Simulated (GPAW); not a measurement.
# Ballistic transport through a Pb chain with two Cu atoms in line, from relaxation to T(E)

Aim: the conductance of a Pb chain with two Cu atoms in line after relaxation, and whether geometry, basis or functional moves it most.

Method: GPAW LCAO, PAW setups; relaxation of the junction within the symmetry of its start, lead ends held, in the first sound run; inputs show where later runs differ, in GPAW 26.7.0.

### 1. Set-up

The cell holds 14 atoms: 12 Pb and 2 Cu. Its edges and angles: a = 9.000 Å, b = 9.000 Å, c = 39.323 Å, α = 90.0°, β = 90.0°, γ = 90.0°. Regions: left lead, 6 atoms (6 Pb); channel, 2 atoms (2 Cu); right lead, 6 atoms (6 Pb). Vacuum lies along a and b. The structure is stacked along c, and the current runs across the ab planes.

### 2. Relaxing the atoms

Transmission follows bond lengths closely, so the atoms between the held lead ends are relaxed first, within whatever symmetry the start has.

Contents of run.py:

```python
import json
from ase import Atoms
from ase.constraints import FixAtoms
from ase.optimize import BFGS
from gpaw import GPAW, FermiDirac

device = Atoms(
    ['Pb', 'Pb', 'Pb', 'Pb', 'Pb', 'Pb', 'Cu', 'Cu', 'Pb', 'Pb', 'Pb', 'Pb', 'Pb', 'Pb'],
    positions=[
        [4.50000, 4.50000, 1.45000],
        [4.50000, 4.50000, 4.35000],
        [4.50000, 4.50000, 7.25000],
        [4.50000, 4.50000, 10.15000],
        [4.50000, 4.50000, 13.05000],
        [4.50000, 4.50000, 15.95000],
        [4.50000, 4.50000, 18.51130],
        [4.50000, 4.50000, 20.81130],
        [4.50000, 4.50000, 23.37260],
        [4.50000, 4.50000, 26.27260],
        [4.50000, 4.50000, 29.17260],
        [4.50000, 4.50000, 32.07260],
        [4.50000, 4.50000, 34.97260],
        [4.50000, 4.50000, 37.87260]],
    cell=[[9.0, 0.0, 0.0], [0.0, 9.0, 0.0], [0.0, 0.0, 39.3226]],
    pbc=True)

device.set_constraint(FixAtoms([0, 1, 2, 3, 4, 9, 10, 11, 12, 13]))
device.calc = GPAW(mode='lcao', basis='dzp', xc='PBE', h=0.18,
                   kpts={'size': (1, 1, 2), 'gamma': True},
                   symmetry={'tolerance': 1e-3, 'extra_ids': [1, 1, 1, 1, 1, 0, 0, 0, 0, 1, 1, 1, 1, 1]},
                   occupations=FermiDirac(0.1), maxiter=250,
                   mixer=dict(beta=0.1, nmaxold=8, weight=100.0),
                   convergence=dict(density=0.0001), txt='relax.txt')
path = []
opt = BFGS(device, maxstep=0.15)
opt.attach(lambda: path.append((device.get_potential_energy(), device.positions.tolist(), device.get_forces().tolist())))
relaxed = bool(opt.run(fmax=0.05, steps=50))
json.dump(dict(relaxed=relaxed, path=path, positions=device.positions.tolist(), moments=device.get_magnetic_moments().tolist(),
               forces=device.get_forces(apply_constraint=False).tolist()), open('result.json', 'w'))
```

Started as:

```console
$ OMP_NUM_THREADS=1 OPENBLAS_NUM_THREADS=1 python run.py
```

Output:

```text
Step          Energy          fmax
BFGS:    0      -27.282465        0.275537
BFGS:    1      -27.284794        0.283768
BFGS:    2      -27.158939        1.175784
BFGS:    3      -27.293920        0.064445
BFGS:    4      -27.294044        0.051370
BFGS:    5      -27.280432        0.352859
BFGS:    6      -27.294153        0.028881
```

It took 5.2 min on 1 thread of Arm Neoverse V1, shared host; peak memory 1.7 GiB.

Step by step:

| step | energy less that of the first step (eV) | largest force (eV/Å) |
| --- | --- | --- |
| 1 | 0.0000 | 0.2755 |
| 2 | -0.0026 | 0.2838 |
| 3 | 0.1163 | 1.1758 |
| 4 | -0.0138 | 0.0644 |
| 5 | -0.0139 | 0.0514 |
| 6 | 0.0009 | 0.3529 |
| 7 | -0.0139 | 0.0289 |

The atoms that moved most (Å):

| atom | dx | dy | dz | length |
| --- | --- | --- | --- | --- |
| Pb6 | 0.000 | 0.000 | -0.033 | 0.033 |
| Pb9 | 0.000 | 0.000 | 0.033 | 0.033 |
| Cu8 | 0.000 | 0.000 | 0.016 | 0.016 |
| Cu7 | 0.000 | 0.000 | -0.016 | 0.016 |

The relaxation lowered the energy of the cell by 0.0139 eV (energies extrapolated to zero smearing; the optimiser's log prints free energies). The largest force left on a free atom is 0.029 eV/Å.

### 3. GPAW, dzp

Localised orbitals split the wire into layers that couple to their neighbours alone, which is what the Green's function method needs; double zeta with polarisation is the usual level for numbers.

This step: GPAW LCAO, PAW setups; Landauer transmission from Green's functions with principal layers (ASE), zero bias (GPAW 26.7.0).

Contents of run.py:

```python
import json
import numpy as np
from ase import Atoms
from ase.transport.calculators import TransportCalculator
from gpaw import GPAW, FermiDirac
from gpaw.lcao.tools import get_lcao_hamiltonian
from scipy.linalg import eigh

# The junction with lead layers at both ends, along the third cell vector
device = Atoms(
    ['Pb', 'Pb', 'Pb', 'Pb', 'Pb', 'Pb', 'Cu', 'Cu', 'Pb', 'Pb', 'Pb', 'Pb', 'Pb', 'Pb'],
    positions=[
        [4.50000, 4.50000, 1.45000],
        [4.50000, 4.50000, 4.35000],
        [4.50000, 4.50000, 7.25000],
        [4.50000, 4.50000, 10.15000],
        [4.50000, 4.50000, 13.05000],
        [4.50000, 4.50000, 15.91733],
        [4.50000, 4.50000, 18.49494],
        [4.50000, 4.50000, 20.82766],
        [4.50000, 4.50000, 23.40527],
        [4.50000, 4.50000, 26.27260],
        [4.50000, 4.50000, 29.17260],
        [4.50000, 4.50000, 32.07260],
        [4.50000, 4.50000, 34.97260],
        [4.50000, 4.50000, 37.87260]],
    cell=[[9.0, 0.0, 0.0], [0.0, 9.0, 0.0], [0.0, 0.0, 39.3226]],
    pbc=True)

# One principal layer of the lead: the first 3 atoms of the device
lead = Atoms(
    ['Pb', 'Pb', 'Pb'],
    positions=[
        [4.50000, 4.50000, 1.45000],
        [4.50000, 4.50000, 4.35000],
        [4.50000, 4.50000, 7.25000]],
    cell=[[9.0, 0.0, 0.0], [0.0, 9.0, 0.0], [0.0, 0.0, 8.7]],
    pbc=True)

settings = dict(mode='lcao', basis='dzp', xc='PBE', h=0.2,
                occupations=FermiDirac(0.1), maxiter=250,
                mixer=dict(beta=0.1, nmaxold=8, weight=100.0),
                convergence=dict(density=0.0001))
energies = np.arange(-2, 2 + 1e-9, 0.025)
eta = 0.0001
n1, n2 = 1, 1
# k and -k transmit alike, so half of the mesh across the current serves
mesh = [(i, j) for i in range(n1) for j in range(n2) if (i, j) <= (-i % n1, -j % n2)]
weights = np.array([1 if (i, j) == (-i % n1, -j % n2) else 2 for i, j in mesh]) / (n1 * n2)

# [... helper functions left out ...]
fermi_lead = ground_state(lead, (1, 1, 13), 'lead.txt')
fermi_device = ground_state(device, (1, 1, 2), 'device.txt')
# [... loop over the mesh left out, but for ...]
        # Shift the lead onto the potential of the device's first layer
        shift = ((H[:, 0, 0] - H0[:, 0, 0]) / S0[0, 0]).real.mean()
# [...]
kT = 8.617333e-5 * 300
bias = [0.1, 0.2, 0.5, 1.0, 1.5, 2.0]
# [... integrals and printing left out ...]
```

Output:

```text
basis functions: device 306, principal layer 69
Fermi level: lead -2.5493 eV, device -2.6083 eV; lead shifted by -0.0016 eV
largest coupling past the next layer 2.76e-08 eV, largest misfit of the first layer 0.020 eV
  E-E_F (eV)   T (one spin)  channels
    -2.000    9.9865e-01    1.0000
    -1.975    9.9835e-01    1.0000
    -1.950    9.9776e-01    1.0000
    -1.925    9.9669e-01    1.0000
    -1.900    9.9491e-01    1.0000
    -1.875    9.9213e-01    1.0000
    -1.850    9.8793e-01    1.0000
    -1.825    9.8177e-01    1.0000
    -1.800    9.7289e-01    1.0000
    -1.775    9.6030e-01    1.0000
    -1.750    9.4261e-01    1.0000
    -1.725    9.1797e-01    1.0000
    -1.700    8.8388e-01    1.0000
    -1.675    8.3713e-01    1.0000
    -1.650    7.7383e-01    1.0000
    -1.625    6.8997e-01    1.0000
[...]
1.825    6.8896e-01    3.0000
     1.850    6.8796e-01    3.0000
     1.875    6.8703e-01    3.0000
     1.900    6.8616e-01    3.0000
     1.925    6.8534e-01    3.0000
     1.950    6.8458e-01    3.0000
     1.975    6.8387e-01    3.0000
     2.000    6.8322e-01    3.0000
conductance at 300 K: 1.0158 G0 a cell; thermopower 1.822 uV/K
current from the zero-bias T(E) at 0.1 V: 7.863 uA
current from the zero-bias T(E) at 0.2 V: 15.671 uA
current from the zero-bias T(E) at 0.5 V: 38.766 uA
current from the zero-bias T(E) at 1.0 V: 76.142 uA
current from the zero-bias T(E) at 1.5 V: 111.86 uA
current from the zero-bias T(E) at 2.0 V: 146.04 uA
```

Elapsed: 72 s, on 1 thread; peak memory 1.3 GiB.

This step gave:

```
conductance                                             : 1.016 G₀
thermopower                                             : 1.822 μV/K
largest coupling past the next principal layer          : 2.76e-8 eV
largest misfit of the first principal layer             : 0.02044 eV
shift that aligns the lead                              : -0.001614 eV
basis functions of the junction                         : 306
basis functions of a principal layer                    : 69
transmission at the Fermi level (one spin)              : 1.018
open channels of the lead at the Fermi level (one spin) : 3
```

One spin. Table of transmission, zone mean by energy, zero at the Fermi level:

| energy (eV) | transmission, zone mean |
| --- | --- |
| -2.000 | 0.999 |
| -1.800 | 0.973 |
| -1.600 | 0.583 |
| -1.400 | 0.0671 |
| -1.275 | 0.211 |
| -1.200 | 0.0782 |
| -1.000 | 0.952 |
| -0.800 | 0.993 |
| -0.600 | 1.01 |
| -0.400 | 1.03 |
| -0.200 | 1.04 |
| -0.100 | 1.04 |
| 0.000 | 1.02 |
| 0.200 | 0.947 |
| 0.400 | 0.887 |
| 0.600 | 0.840 |
| 0.800 | 0.815 |
| 1.000 | 0.765 |
| 1.200 | 0.738 |
| 1.400 | 0.717 |
| 1.600 | 0.701 |
| 1.800 | 0.690 |
| 2.000 | 0.683 |

Crossings of the lead's bands, unfolded to its shortest repeat. The open channels, zone mean by energy, zero at the Fermi level:

| energy (eV) | open channels, zone mean |
| --- | --- |
| -2.000 | 1 |
| -1.900 | 1 |
| -1.800 | 1 |
| -1.700 | 1 |
| -1.600 | 1 |
| -1.500 | 1 |
| -1.400 | 1 |
| -1.300 | 1 |
| -1.200 | 1 |
| -1.100 | 1 |
| -1.000 | 1 |
| -0.900 | 1 |
| -0.800 | 1 |
| -0.700 | 1 |
| -0.600 | 3 |
| -0.500 | 3 |
| -0.400 | 3 |
| -0.300 | 3 |
| -0.200 | 3 |
| -0.100 | 3 |
| 0.000 | 3 |
| 0.100 | 3 |
| 0.200 | 3 |
| 0.300 | 3 |
| 0.400 | 3 |
| 0.500 | 3 |
| 0.600 | 3 |
| 0.700 | 3 |
| 0.800 | 3 |
| 0.900 | 3 |
| 1.000 | 3 |
| 1.100 | 3 |
| 1.200 | 3 |
| 1.300 | 3 |
| 1.400 | 3 |
| 1.500 | 3 |
| 1.600 | 3 |
| 1.700 | 3 |
| 1.800 | 3 |
| 1.900 | 3 |
| 2.000 | 3 |

Not self-consistent under bias; the bias window is split evenly. The current through one cell, from the zero-bias transmission by bias:

| bias (V) | current through one cell, from the zero-bias transmission (μA) |
| --- | --- |
| 0.100 | 7.86 |
| 0.200 | 15.7 |
| 0.500 | 38.8 |
| 1.000 | 76.1 |
| 1.500 | 112 |
| 2.000 | 146 |

Transmission of the three most open eigenchannels against energy, zero at the Fermi level:

| energy (eV) | channel 1 | channel 2 = channel 3 |
| --- | --- | --- |
| -2.000 | 0.999 | 0 |
| -1.800 | 0.973 | 0 |
| -1.600 | 0.583 | 0 |
| -1.400 | 0.0671 | 0 |
| -1.200 | 0.0782 | 0 |
| -1.000 | 0.952 | 0 |
| -0.800 | 0.993 | 0 |
| -0.600 | 0.986 | 0.0143 |
| -0.400 | 0.970 | 0.0317 |
| -0.200 | 0.946 | 0.0494 |
| 0.000 | 0.916 | 0.0508 |
| 0.200 | 0.883 | 0.0322 |
| 0.400 | 0.848 | 0.0196 |
| 0.600 | 0.813 | 0.0134 |
| 0.800 | 0.795 | 0.0100 |
| 1.000 | 0.749 | 0.00800 |
| 1.200 | 0.724 | 0.00673 |
| 1.400 | 0.705 | 0.00593 |
| 1.600 | 0.690 | 0.00551 |
| 1.800 | 0.680 | 0.00510 |
| 2.000 | 0.674 | 0.00455 |

Couplings past the next layer reach 2.8e-8 eV, small enough to drop; the matrix elements of the cell's first layer differ from the bulk lead's by up to 0.020 eV. That layer keeps its own values in the calculation, and only beyond it is the lead taken as perfect. The Fermi levels of lead and junction count from different zeros of potential, one for each periodic cell; with both set to zero, the small remaining shift is what aligns them. Without spin-orbit coupling, which is large for these atoms, channel counts and T are those of the scalar-relativistic bands. By hand: G = 1.016 × 77.48 μS = 78.7 μS, a resistance of 12.7 kΩ; at 0.1 V a linear junction would pass 7.87 μA, and the integral over the bias window gives 7.86 μA. Mott's formula, S = -(π²/3)(k_B²T/e) d ln T/dE, has the prefactor 7.33 μV/K·eV at 300 K; T = 1.025 at -0.025 eV and 1.010 at 0.025 eV give a slope of -0.307 per eV and S = 2.25 μV/K, beside 1.82 μV/K from the thermal integral, which interpolates the same grid.

### 4. GPAW, szp: basis = "szp(dzp)"

The second zeta is dropped, the polarisation orbitals stay.

run.py: that of step 3 with these lines changed.

```diff
@@ -39,3 +39,3 @@
 
-settings = dict(mode='lcao', basis='dzp', xc='PBE', h=0.2,
+settings = dict(mode='lcao', basis='szp(dzp)', xc='PBE', h=0.2,
                 occupations=FermiDirac(0.1), maxiter=250,
```

Output:

```text
basis functions: device 186, principal layer 42
Fermi level: lead -2.7191 eV, device -2.7548 eV; lead shifted by -0.0114 eV
largest coupling past the next layer 2.75e-08 eV, largest misfit of the first layer 0.021 eV
  E-E_F (eV)   T (one spin)  channels
    -2.000    9.9780e-01    1.0000
    -1.975    9.9811e-01    1.0000
    -1.950    9.9845e-01    1.0000
    -1.925    9.9873e-01    1.0000
    -1.900    9.9882e-01    1.0000
    -1.875    9.9853e-01    1.0000
    -1.850    9.9761e-01    1.0000
    -1.825    9.9575e-01    1.0000
    -1.800    9.9247e-01    1.0000
    -1.775    9.8715e-01    1.0000
    -1.750    9.7891e-01    1.0000
    -1.725    9.6650e-01    1.0000
    -1.700    9.4811e-01    1.0000
    -1.675    9.2121e-01    1.0000
    -1.650    8.8222e-01    1.0000
    -1.625    8.2630e-01    1.0000
[...]
1.825    7.0445e-01    3.0000
     1.850    7.0364e-01    3.0000
     1.875    7.0290e-01    3.0000
     1.900    7.0221e-01    3.0000
     1.925    7.0158e-01    3.0000
     1.950    7.0101e-01    3.0000
     1.975    7.0049e-01    3.0000
     2.000    7.0002e-01    3.0000
conductance at 300 K: 1.0391 G0 a cell; thermopower 2.312 uV/K
current from the zero-bias T(E) at 0.1 V: 8.0469 uA
current from the zero-bias T(E) at 0.2 V: 16.069 uA
current from the zero-bias T(E) at 0.5 V: 39.768 uA
current from the zero-bias T(E) at 1.0 V: 77.66 uA
current from the zero-bias T(E) at 1.5 V: 113.63 uA
current from the zero-bias T(E) at 2.0 V: 147.52 uA
```

Run time: 75 s. Hardware: 1 thread; peak memory 1.2 GiB.

This step gave:

```yaml
conductance: 1.039 G₀
thermopower: 2.312 μV/K
largest_coupling_past_the_next_principal_layer: 2.75e-8 eV
largest_misfit_of_the_first_principal_layer: 0.02142 eV
shift_that_aligns_the_lead: -0.01136 eV
basis_functions_of_the_junction: 186
basis_functions_of_a_principal_layer: 42
transmission_at_the_fermi_level_one_spin: 1.041
```

One spin. The transmission, zone mean by energy, zero at the Fermi level:

energy (eV), transmission, zone mean and a bar:
```
   -2.000       1.00 ############################
   -1.800       0.99 ############################
   -1.600       0.75 ####################
   -1.400       0.06 
   -1.250       0.34 ########
   -1.200       0.30 #######
   -1.000       0.87 ########################
   -0.800       0.99 ############################
   -0.600       1.02 #############################
   -0.400       1.05 #############################
   -0.200       1.07 ##############################
   -0.150       1.07 ##############################
    0.000       1.04 #############################
    0.200       0.96 ###########################
    0.400       0.90 #########################
    0.600       0.85 #######################
    0.800       0.81 ######################
    1.000       0.78 #####################
    1.200       0.75 ####################
    1.400       0.73 ####################
    1.600       0.71 ###################
    1.800       0.71 ###################
    2.000       0.70 ###################
```

Crossings of the lead's bands, unfolded to its shortest repeat. The open channels, zone mean by energy, zero at the Fermi level:

(Unchanged from step 3.)

Not self-consistent under bias; the bias window is split evenly. Current through one cell, from the zero-bias transmission against bias:

| bias (V) | current through one cell, from the zero-bias transmission (μA) |
| --- | --- |
| 0.100 | 8.05 |
| 0.200 | 16.1 |
| 0.500 | 39.8 |
| 1.000 | 77.7 |
| 1.500 | 114 |
| 2.000 | 148 |

Table of transmission of the three most open eigenchannels by energy, zero at the Fermi level:

| energy (eV) | channel 1 | channel 2 = channel 3 |
| --- | --- | --- |
| -2.000 | 0.998 | 0 |
| -1.900 | 0.999 | 0 |
| -1.800 | 0.992 | 0 |
| -1.700 | 0.948 | 0 |
| -1.600 | 0.747 | 0 |
| -1.500 | 0.181 | 0 |
| -1.400 | 0.0600 | 0 |
| -1.300 | 0.295 | 0 |
| -1.200 | 0.295 | 0 |
| -1.100 | 0.0206 | 0 |
| -1.000 | 0.874 | 0 |
| -0.900 | 0.981 | 0 |
| -0.800 | 0.990 | 0 |
| -0.700 | 0.990 | 3.3e-9 |
| -0.600 | 0.986 | 0.0176 |
| -0.500 | 0.980 | 0.0307 |
| -0.400 | 0.971 | 0.0378 |
| -0.300 | 0.960 | 0.0485 |
| -0.200 | 0.948 | 0.0608 |
| -0.100 | 0.934 | 0.0663 |
| 0.000 | 0.919 | 0.0609 |
| 0.100 | 0.903 | 0.0494 |
| 0.200 | 0.886 | 0.0380 |
| 0.300 | 0.869 | 0.0292 |
| 0.400 | 0.852 | 0.0229 |
| 0.500 | 0.835 | 0.0184 |
| 0.600 | 0.818 | 0.0152 |
| 0.700 | 0.802 | 0.0128 |
| 0.800 | 0.786 | 0.0111 |
| 0.900 | 0.772 | 0.00969 |
| 1.000 | 0.759 | 0.00861 |
| 1.100 | 0.746 | 0.00777 |
| 1.200 | 0.735 | 0.00710 |
| 1.300 | 0.726 | 0.00657 |
| 1.400 | 0.717 | 0.00616 |
| 1.500 | 0.710 | 0.00584 |
| 1.600 | 0.704 | 0.00559 |
| 1.700 | 0.699 | 0.00539 |
| 1.800 | 0.695 | 0.00520 |
| 1.900 | 0.692 | 0.00499 |
| 2.000 | 0.691 | 0.00473 |

The conductance, 1.04 G₀, lies 2.3 % above that of the dzp run.

### 5. Minimal basis

One function for each valence shell of the setup, as for a first survey of a large system.

run.py: that of step 4 with these lines changed.

```diff
@@ -39,3 +39,3 @@
 
-settings = dict(mode='lcao', basis='szp(dzp)', xc='PBE', h=0.2,
+settings = dict(mode='lcao', basis='sz(dzp)', xc='PBE', h=0.2,
                 occupations=FermiDirac(0.1), maxiter=250,
```

Output:

```text
basis functions: device 120, principal layer 27
Fermi level: lead -2.6065 eV, device -2.6225 eV; lead shifted by 0.0058 eV
largest coupling past the next layer 2.77e-08 eV, largest misfit of the first layer 0.027 eV
  E-E_F (eV)   T (one spin)  channels
    -2.000    9.9669e-01    1.0000
    -1.975    9.9720e-01    1.0000
    -1.950    9.9782e-01    1.0000
[...]
1.975    8.7234e-01    3.0000
     2.000    8.7255e-01    3.0000
conductance at 300 K: 1.0527 G0 a cell; thermopower 1.506 uV/K
current from the zero-bias T(E) at 0.1 V: 8.1542 uA
current from the zero-bias T(E) at 0.2 V: 16.294 uA
current from the zero-bias T(E) at 0.5 V: 40.51 uA
current from the zero-bias T(E) at 1.0 V: 79.948 uA
current from the zero-bias T(E) at 1.5 V: 118.1 uA
current from the zero-bias T(E) at 2.0 V: 155.03 uA
```

Run time: 43 s. Hardware: 1 thread; peak memory 1.1 GiB.

Numbers from this step:

```
conductance                                    : 1.053 G₀
thermopower                                    : 1.506 μV/K
largest coupling past the next principal layer : 2.77e-8 eV
largest misfit of the first principal layer    : 0.02743 eV
shift that aligns the lead                     : 0.005830 eV
basis functions of the junction                : 120
basis functions of a principal layer           : 27
transmission at the Fermi level (one spin)     : 1.054
```

One spin. Transmission, zone mean against energy, zero at the Fermi level:

| energy (eV) | transmission, zone mean |
| --- | --- |
| -2.000 | 0.997 |
| -1.800 | 0.990 |
| -1.600 | 0.00420 |
| -1.400 | 0.700 |
| -1.325 | 0.731 |
| -1.200 | 0.496 |
| -1.000 | 0.983 |
| -0.800 | 0.998 |
| -0.600 | 1.04 |
| -0.400 | 1.06 |
| -0.200 | 1.08 |
| -0.175 | 1.08 |
| 0.000 | 1.05 |
| 0.200 | 1.00 |
| 0.400 | 0.967 |
| 0.600 | 0.942 |
| 0.800 | 0.921 |
| 1.000 | 0.904 |
| 1.200 | 0.891 |
| 1.400 | 0.881 |
| 1.600 | 0.875 |
| 1.800 | 0.872 |
| 2.000 | 0.873 |

The conductance, 1.05 G₀, lies 3.6 % above that of the dzp run.

(Part 1 of 2 ends here.)

[Logs are printed without paths, hosts, clocks, repeated set-up lines and the standing remarks that a program may print on its own settings, such as how far it seeks lower states.]

[Hosts, paths, dates, database ids (printed as entryN), source tags and the programs' standing remarks are cut or masked in the printed files.]
